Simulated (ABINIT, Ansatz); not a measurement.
## Y2CN2O2 (P-3m1): G0W0 on several meshes in ABINIT

Wanted: mesh dependence and cost of G0W0 for Y2CN2O2 (P-3m1).

Program: ABINIT 10.8.3. Level of theory: LDA and many-body steps on it, plane waves. Results are calculated unless marked as measured.

## (1) The starting structure

It takes space group P-3m1 (No. 164, trigonal). The conventional cell has a = 3.699 Å, b = 3.699 Å, c = 8.169 Å, α = 90.00°, β = 90.00°, γ = 120.00°. Nearest to Y lie 4 O at 2.22 to 2.29 Å and 3 N at 2.56 Å. Nearest to C lie 2 N at 1.23 Å. Nearest to N lie 1 C at 1.23 Å and 3 Y at 2.56 Å. Nearest to O lie 4 Y at 2.22 to 2.29 Å. Farther neighbours and most contacts between anions are not listed.

The cell and positions are those that the Materials Project relaxed with its own functionals (PBE, PBE+U or r2SCAN), kept fixed.

## (2) Empty states on the mesh, 3×3×1 mesh, 199 bands

This step: ABINIT 10.8.3; DFT, LDA, plane waves, norm-conserving pseudopotentials.

The sums over transitions need many empty states on a uniform mesh; this step solves for them.

Input file run.abi:

```
acell 3*1.0 Angstrom
rprim 
  3.698989096613 -0.000000000003 0.000000000000
  -1.849494548304 3.203418525990 0.000000000000
  0.000000000000 0.000000000000 8.168855210000
ntypat 4
znucl 39 6 7 8
natom 7
typat 1 1 2 3 3 4 4
xred 
  0.333333333333 0.666666666667 0.677519680000
  0.666666666667 0.333333333333 0.322480320000
  0.000000000000 0.000000000000 0.000000000000
  0.000000000000 0.000000000000 0.150149940000
  0.000000000000 0.000000000000 0.849850060000
  0.333333333333 0.666666666667 0.396659330000
  0.666666666667 0.333333333333 0.603340670000
pp_dirpath "pseudos"
pseudos "Y.upf, C.upf, N.upf, O.upf"
ecut 37
ngkpt 3 3 1
nshiftk 1
shiftk 0 0 0
kptopt 1
chksymbreak 0
iscf -2
irdden 1
istwfk *1
nband 199
nbdbuf 18
tolwfr 1e-09
nstep 60
prtvol 0
indata_prefix "in"
outdata_prefix "out"
tmpdata_prefix "tmp"
```

Command:

```console
OMP_NUM_THREADS=1 mpirun -n 3 abinit run.abi > log
```

Numbers of over 12 decimals in the logs are rounded to 6 here.

Output:

```text
.Version 10.8.3 of ABINIT. v10.8.2 released Aug 2026.

 Symmetries : space group P-3 m 1 (#164); Bravais hP (primitive hexag.)
[... echo of the input left out ...]
== DATASET  1 ==================================================================
-   mpi_nproc: 3, omp_nthreads: 1 (-1 if OMP is not activated)

--- !DatasetInfo
iteration_state: {dtset: 1, }
dimensions: {natom: 7, nkpt: 3, mband: 199, nsppol: 1, nspinor: 1, nspden: 1, mpw: 7075, }
cutoff_energies: {ecut:  37.0, pawecutdg:  -1.0, }
[...]
2.74948    2.74948    2.75554    2.76774    2.77302    2.80505    2.80505    2.81904
   2.86463    2.86463    2.89685    2.94835    2.94835    2.96115    2.96360    2.96361
   2.97873    2.99727    3.00098    3.00121    3.05165    3.05457    3.05964
 prteigrs : prtvol=0 or 1, do not print more k-points.

== END DATASET(S) ==============================================================
================================================================================

 -outvars: echo values of variables after computation  --------
            nband         199
             nkpt           3
          spgroup         164
 [... the other variables as echoed above ...]

 Calculation completed.
```

Wall time 59 s (3 MPI ranks of Intel Xeon Platinum 8488C (Sapphire Rapids), shared host); peak memory 0.37 GiB.

This step gave:

```
gap                                                           : 3.727 eV
k of the valence top                                          : 0, 0, 0
k of the conduction bottom                                    : 0, 0, 0
least direct gap                                              : 3.727 eV
k points computed                                             : 3
lowest point of the top converged band, above the valence top : 71.0089 eV
```

On this mesh the gap is 3.727 eV.

The density comes from a self-consistent run that is not shown.

## (3) Screening, 3×3×1 mesh, 88 bands, screening to 114.3 eV

The RPA dielectric matrix is built and inverted for each q.

This step: RPA screening on LDA, plane waves, norm-conserving pseudopotentials.

Edit run.abi of step 2 so:

```diff
@@ -25,10 +25,11 @@
 chksymbreak 0
-iscf -2
-irdden 1
 istwfk *1
-nband 199
-nbdbuf 18
-tolwfr 1e-09
-nstep 60
-prtvol 0
+occopt 1
+irdwfk 1
+optdriver 3
+nband 88
+ecuteps 4.2
+inclvkb 2
+awtr 1
+symchi 1
 indata_prefix "in"
```

Command:

```console
OMP_NUM_THREADS=1 mpirun -n 4 abinit run.abi > log
```

Output:

```text
.Version 10.8.3 of ABINIT. v10.8.2 released Aug 2026.

 Symmetries : space group P-3 m 1 (#164); Bravais hP (primitive hexag.)
[... echo of the input left out ...]
== DATASET  1 ==================================================================
-   mpi_nproc: 4, omp_nthreads: 1 (-1 if OMP is not activated)

--- !DatasetInfo
iteration_state: {dtset: 1, }
dimensions: {natom: 7, nkpt: 3, mband: 88, nsppol: 1, nspinor: 1, nspden: 1, mpw: 7075, }
cutoff_energies: {ecut:  37.0, pawecutdg:  -1.0, }
electrons: {nelect:   4.80000000E+01, charge:   0.00000000E+00, occopt:   1.00000000E+00, tsmear:   1.00000000E-02, }

 SCREENING: Calculation of the susceptibility and dielectric matrices

 Based on a program developped by R.W. Godby, V. Olevano, G. Onida, and L. Reining.
 Incorporated in ABINIT by V. Olevano, G.-M. Rignanese, and M. Torrent.
.Using double precision arithmetic ; gwpc =  8

[... cell and pseudopotentials left out ...]
--------------------------------------------------------------------------------

 ==== K-mesh for the wavefunctions ====
 Number of points in the irreducible wedge :     3
[... list of points left out ...]
 Together with 12 symmetry operations and time-reversal symmetry
 yields     9 points in the full Brillouin Zone.

 ==== Q-mesh for the screening function ====
 Number of points in the irreducible wedge :     3
[... list of points left out ...]
 Together with 12 symmetry operations and time-reversal symmetry
 yields     9 points in the full Brillouin Zone.

 setmesh: FFT mesh size selected  =    24x   24x   60
          total number of points  =        34560

 vcoul_init : cutoff-mode = AUXILIARY_FUNCTION
 q-points for optical limit:   1
     1)      0.000010    0.000020    0.000030

- screening: taking advantage of time-reversal symmetry
- Maximum band index for partially occupied states nbvw = 24
- Remaining bands to be divided among processors   nbcw = 64
- Number of bands treated by each node ~16

 Number of electrons calculated from density =   48.0000; Expected =   48.0000
 average of density, n =  0.073483
 r_s =    1.4811
 omega_plasma =   26.1486 [eV]

 calculating chi0 at frequencies [eV] :
  1    0.000000E+00    0.000000E+00
  2    0.000000E+00    2.614863E+01

--------------------------------------------------------------------------------
  q-point number  1        q = ( 0.000000, 0.000000, 0.000000) [r.l.u.]
--------------------------------------------------------------------------------
[... chi0 elements left out ...]
 For q-point:  0.000010 0.000020 0.000030
  dielectric constant =   3.8308
  dielectric constant without local fields =   4.2947

  Average fulfillment of the sum rule on Im[epsilon] for q-point    1 :     57.30  [%]
[... wings left out ...]
  q-point number  2        q = ( 0.333333, 0.000000, 0.000000) [r.l.u.]
--------------------------------------------------------------------------------
[... chi0 elements left out ...]
  Average fulfillment of the sum rule on Im[epsilon] for q-point    2 :     58.52  [%]

 [... 1 further q-points ...]
```

The job ended after 14 s (4 MPI ranks; peak memory 0.82 GiB; 53 s of CPU time).

This step gave:

```
ε∞ with local fields, on this mesh, along the program's q direction : 3.831
the same without local fields                                       : 4.295
plasma frequency                                                    : 26.15 eV
plane waves in the screening matrix                                 : 273
```

Local fields lower ε∞ by 11 %. On a Γ-centred mesh this coarse the value itself is usually too large, while a short band sum pulls it down.

## (4) 3×3×1

The self-energy is evaluated for the states that the input lists, and the levels follow from it, in one-shot runs by the linearised quasiparticle equation.

This step: G0W0 on LDA, plane waves, norm-conserving pseudopotentials.

Edit run.abi of step 3 so:

```diff
@@ -28,8 +28,15 @@
 irdwfk 1
-optdriver 3
+optdriver 4
 nband 88
+gwcalctyp 0
+ecutsigx 37
+symsigma 1
+nkptgw 1
+kptgw 
+  0.0000000000 0.0000000000 0.0000000000
+bdgw 
+  23 26
 ecuteps 4.2
-inclvkb 2
-awtr 1
-symchi 1
+irdscr 1
+ppmodel 1
 indata_prefix "in"
```

Output:

```text
.Version 10.8.3 of ABINIT. v10.8.2 released Aug 2026.

 Symmetries : space group P-3 m 1 (#164); Bravais hP (primitive hexag.)
[... echo of the input left out ...]
== DATASET  1 ==================================================================
-   mpi_nproc: 4, omp_nthreads: 1 (-1 if OMP is not activated)

--- !DatasetInfo
iteration_state: {dtset: 1, }
dimensions: {natom: 7, nkpt: 3, mband: 88, nsppol: 1, nspinor: 1, nspden: 1, mpw: 7075, }
cutoff_energies: {ecut:  37.0, pawecutdg:  -1.0, }
electrons: {nelect:   4.80000000E+01, charge:   0.00000000E+00, occopt:   1.00000000E+00, tsmear:   1.00000000E-02, }

 SIGMA: Calculation of the GW corrections

 Based on a program developped by R.W. Godby, V. Olevano, G. Onida, and L. Reining.
 Incorporated in ABINIT by V. Olevano, G.-M. Rignanese, and M. Torrent.
.Using double precision arithmetic ; gwpc =  8

[... cell and pseudopotentials left out ...]
--------------------------------------------------------------------------------

 ==== K-mesh for the wavefunctions ====
 Number of points in the irreducible wedge :     3
[... list of points left out ...]
 Together with 12 symmetry operations and time-reversal symmetry
 yields     9 points in the full Brillouin Zone.

 ==== Q-mesh for screening function ====
 Number of points in the irreducible wedge :     3
[... list of points left out ...]
 Together with 12 symmetry operations and time-reversal symmetry
 yields     9 points in the full Brillouin Zone.

 vcoul_init : cutoff-mode = AUXILIARY_FUNCTION
 q-points for optical limit:   1
     1)      0.000010    0.000020    0.000030
 setmesh: FFT mesh size selected  =    36x   36x   90
          total number of points  =       116640

 Number of electrons calculated from density =   48.0000; Expected =   48.0000
 average of density, n =  0.073483
 r_s =    1.4811
 omega_plasma =   26.1486 [eV]

 === KS Band Gaps ===
  >>>> For spin  1
   Minimum direct gap =   3.7273 [eV], located at k-point      :   0.0000  0.0000  0.0000
   Fundamental gap    =   3.7273 [eV], Top of valence bands at :   0.0000  0.0000  0.0000
                                       Bottom of conduction at :   0.0000  0.0000  0.0000
 SIGMA fundamental parameters:
 PLASMON POLE MODEL  1
 number of plane-waves for SigmaX                 7075
 number of plane-waves for SigmaC and W            273
 number of plane-waves for wavefunctions          7075
 number of bands                                    88
 number of independent spin polarizations            1
 number of spinorial components                      1
 number of k-points in IBZ                           3
 number of q-points in IBZ                           3
 number of symmetry operations                      12
 number of k-points in BZ                            9
 number of q-points in BZ                            9
 number of frequencies for dSigma/dE                 9
 frequency step for dSigma/dE [eV]                0.25
 number of omega for Sigma on real axis              0
 max omega for Sigma on real axis  [eV]           0.00
 zcut for avoiding poles [eV]                     0.10

 EPSILON^-1 parameters (SCR file):
 dimension of the eps^-1 matrix on file            273
 dimension of the eps^-1 matrix used               273
 number of plane-waves for wavefunctions          7075
 number of bands                                    88
 number of q-points in IBZ                           3
 number of frequencies                               2
 number of real frequencies                          1
 number of imag frequencies                          1

 matrix elements of self-energy operator (all in [eV])

 Perturbative Calculation

--- !SelfEnergy_ee
iteration_state: {dtset: 1, }
kpoint     : [   0.000,    0.000,    0.000, ]
spin       : 1
KS_gap     :    3.727
QP_gap     :    5.194
Delta_QP_KS:    1.467
data: !SigmaeeData |
     Band     E0 <VxcDFT>   SigX SigC(E0)      Z dSigC/dE  Sig(E)    E-E0       E
       23   4.449 -17.022 -20.733   3.343   0.800  -0.249 -17.316  -0.295   4.154
       24   4.449 -17.022 -20.733   3.343   0.800  -0.249 -17.316  -0.295   4.154
       25   8.176  -9.135  -4.349  -3.419   0.858  -0.166  -7.963   1.172   9.348
       26   9.661 -10.760  -5.573  -3.601   0.845  -0.183  -9.420   1.341  11.002

== END DATASET(S) ==============================================================
================================================================================

 -outvars: echo values of variables after computation  --------
           etotal      0.0000000000E+00
            nband          88
             nkpt           3
          spgroup         164
 [... the other variables as echoed above ...]

 Calculation completed.
```

Wall time 4.8 s (4 MPI ranks); peak memory 0.22 GiB; 18 s of CPU time.

Numbers from this step:

| Item | Value |
| --- | --- |
| G0W0 gap on the points computed | 5.194 eV |
| starting gap on the mesh | 3.727 eV |
| k of the valence top | 0, 0, 0 |
| k of the conduction bottom | 0, 0, 0 |
| Z at the valence top | 0.8 |
| Z at the conduction bottom | 0.858 |
| least direct G0W0 gap on the computed points | 5.194 eV |

The gap on the mesh goes from 3.73 eV to 5.19 eV, a correction of +1.47 eV.

## (5) Empty states on the mesh, 3×3×2 mesh, 96 bands

This step: DFT, LDA, plane waves, norm-conserving pseudopotentials.

Edit run.abi of step 4 so:

```diff
@@ -20,3 +20,3 @@
 ecut 37
-ngkpt 3 3 1
+ngkpt 3 3 2
 nshiftk 1
@@ -25,18 +25,10 @@
 chksymbreak 0
+iscf -2
+irdden 1
 istwfk *1
-occopt 1
-irdwfk 1
-optdriver 4
-nband 88
-gwcalctyp 0
-ecutsigx 37
-symsigma 1
-nkptgw 1
-kptgw 
-  0.0000000000 0.0000000000 0.0000000000
-bdgw 
-  23 26
-ecuteps 4.2
-irdscr 1
-ppmodel 1
+nband 96
+nbdbuf 8
+tolwfr 1e-09
+nstep 60
+prtvol 0
 indata_prefix "in"
```

Output:

```text
.Version 10.8.3 of ABINIT. v10.8.2 released Aug 2026.

 Symmetries : space group P-3 m 1 (#164); Bravais hP (primitive hexag.)
[... echo of the input left out ...]
== DATASET  1 ==================================================================
-   mpi_nproc: 4, omp_nthreads: 1 (-1 if OMP is not activated)

--- !DatasetInfo
iteration_state: {dtset: 1, }
dimensions: {natom: 7, nkpt: 6, mband: 96, nsppol: 1, nspinor: 1, nspden: 1, mpw: 7075, }
cutoff_energies: {ecut:  37.0, pawecutdg:  -1.0, }
[...]
1.38188    1.50286    1.51760    1.51760    1.53932    1.54150    1.54150    1.56200
   1.56200    1.56822    1.62626    1.63049    1.63084    1.63128    1.64482    1.64575
 prteigrs : prtvol=0 or 1, do not print more k-points.

== END DATASET(S) ==============================================================
================================================================================

 -outvars: echo values of variables after computation  --------
            nband          96
             nkpt           6
          spgroup         164
 [... the other variables as echoed above ...]

 Calculation completed.
```

The job ended after 39 s (4 MPI ranks; peak memory 0.41 GiB; 2.6 min of CPU time).

This step gave:

```yaml
gap: 3.727 eV
k_of_the_valence_top: 0, 0, 0
k_of_the_conduction_bottom: 0, 0, 0
least_direct_gap: 3.727 eV
k_points_computed: 6
lowest_point_of_the_top_converged_band_above_the_valence_top: 36.53 eV
```

On this mesh the gap is 3.727 eV.

## (6) Screening, 3×3×2 mesh, 88 bands, screening to 114.3 eV

This step: RPA screening on LDA, plane waves, norm-conserving pseudopotentials.

Edit run.abi of step 5 so:

```diff
@@ -25,10 +25,11 @@
 chksymbreak 0
-iscf -2
-irdden 1
 istwfk *1
-nband 96
-nbdbuf 8
-tolwfr 1e-09
-nstep 60
-prtvol 0
+occopt 1
+irdwfk 1
+optdriver 3
+nband 88
+ecuteps 4.2
+inclvkb 2
+awtr 1
+symchi 1
 indata_prefix "in"
```

Output:

```text
.Version 10.8.3 of ABINIT. v10.8.2 released Aug 2026.

 Symmetries : space group P-3 m 1 (#164); Bravais hP (primitive hexag.)
[... echo of the input left out ...]
== DATASET  1 ==================================================================
-   mpi_nproc: 4, omp_nthreads: 1 (-1 if OMP is not activated)

--- !DatasetInfo
iteration_state: {dtset: 1, }
dimensions: {natom: 7, nkpt: 6, mband: 88, nsppol: 1, nspinor: 1, nspden: 1, mpw: 7075, }
cutoff_energies: {ecut:  37.0, pawecutdg:  -1.0, }
electrons: {nelect:   4.80000000E+01, charge:   0.00000000E+00, occopt:   1.00000000E+00, tsmear:   1.00000000E-02, }

 SCREENING: Calculation of the susceptibility and dielectric matrices

 Based on a program developped by R.W. Godby, V. Olevano, G. Onida, and L. Reining.
 Incorporated in ABINIT by V. Olevano, G.-M. Rignanese, and M. Torrent.
.Using double precision arithmetic ; gwpc =  8

[... cell and pseudopotentials left out ...]
--------------------------------------------------------------------------------

 ==== K-mesh for the wavefunctions ====
 Number of points in the irreducible wedge :     6
[... list of points left out ...]
 Together with 12 symmetry operations and time-reversal symmetry
 yields    18 points in the full Brillouin Zone.

 ==== Q-mesh for the screening function ====
 Number of points in the irreducible wedge :     6
[... list of points left out ...]
 Together with 12 symmetry operations and time-reversal symmetry
 yields    18 points in the full Brillouin Zone.

 setmesh: FFT mesh size selected  =    24x   24x   60
          total number of points  =        34560

 vcoul_init : cutoff-mode = AUXILIARY_FUNCTION
 q-points for optical limit:   1
     1)      0.000010    0.000020    0.000030

- screening: taking advantage of time-reversal symmetry
- Maximum band index for partially occupied states nbvw = 24
- Remaining bands to be divided among processors   nbcw = 64
- Number of bands treated by each node ~16

 Number of electrons calculated from density =   48.0000; Expected =   48.0000
 average of density, n =  0.073483
 r_s =    1.4811
 omega_plasma =   26.1486 [eV]

 calculating chi0 at frequencies [eV] :
  1    0.000000E+00    0.000000E+00
  2    0.000000E+00    2.614863E+01

--------------------------------------------------------------------------------
  q-point number  1        q = ( 0.000000, 0.000000, 0.000000) [r.l.u.]
--------------------------------------------------------------------------------
[... chi0 elements left out ...]
 For q-point:  0.000010 0.000020 0.000030
  dielectric constant =   3.7503
  dielectric constant without local fields =   4.1962

  Average fulfillment of the sum rule on Im[epsilon] for q-point    1 :     57.47  [%]
[... wings left out ...]
  q-point number  2        q = ( 0.333333, 0.000000, 0.000000) [r.l.u.]
--------------------------------------------------------------------------------
[... chi0 elements left out ...]
  Average fulfillment of the sum rule on Im[epsilon] for q-point    2 :     58.63  [%]

 [... 4 further q-points ...]
```

Run time: 32 s. Hardware: 4 MPI ranks; peak memory 1.1 GiB.

Numbers from this step:

```yaml
eps_infinity_with_local_fields_on_this_mesh_along_the_program_s_q_direction: 3.750
the_same_without_local_fields: 4.196
plasma_frequency: 26.15 eV
plane_waves_in_the_screening_matrix: 273
```

[end of part 1 of 2]

[Paths, hosts, dates, memory and timing lines, banners, echoed tables and standing remarks are left out of the program output.]

[Logs are printed without paths, hosts, clocks, repeated set-up lines and the standing remarks that a program may print on its own settings, such as how far it seeks lower states.]

[Runs of the session that timed out or met a known fault of the program may be left out.]

[No measured gap is set beside runs whose start may be inverted or whose files or cutoffs have a known fault.]

[Hosts, paths, dates, database ids (printed as entryN), source tags and the programs' standing remarks are cut or masked in the printed files.]

[G0W0 gaps are taken among the corrected bands and points alone; a level outside them can change the order at an edge.]

[Where Ansatz stands beside ABINIT at settings called matched, ABINIT's density can come from a denser mesh and the files from another edition; pairs whose starting gaps differed by over 0.03 eV were left out, so agreement reads better than it is.]
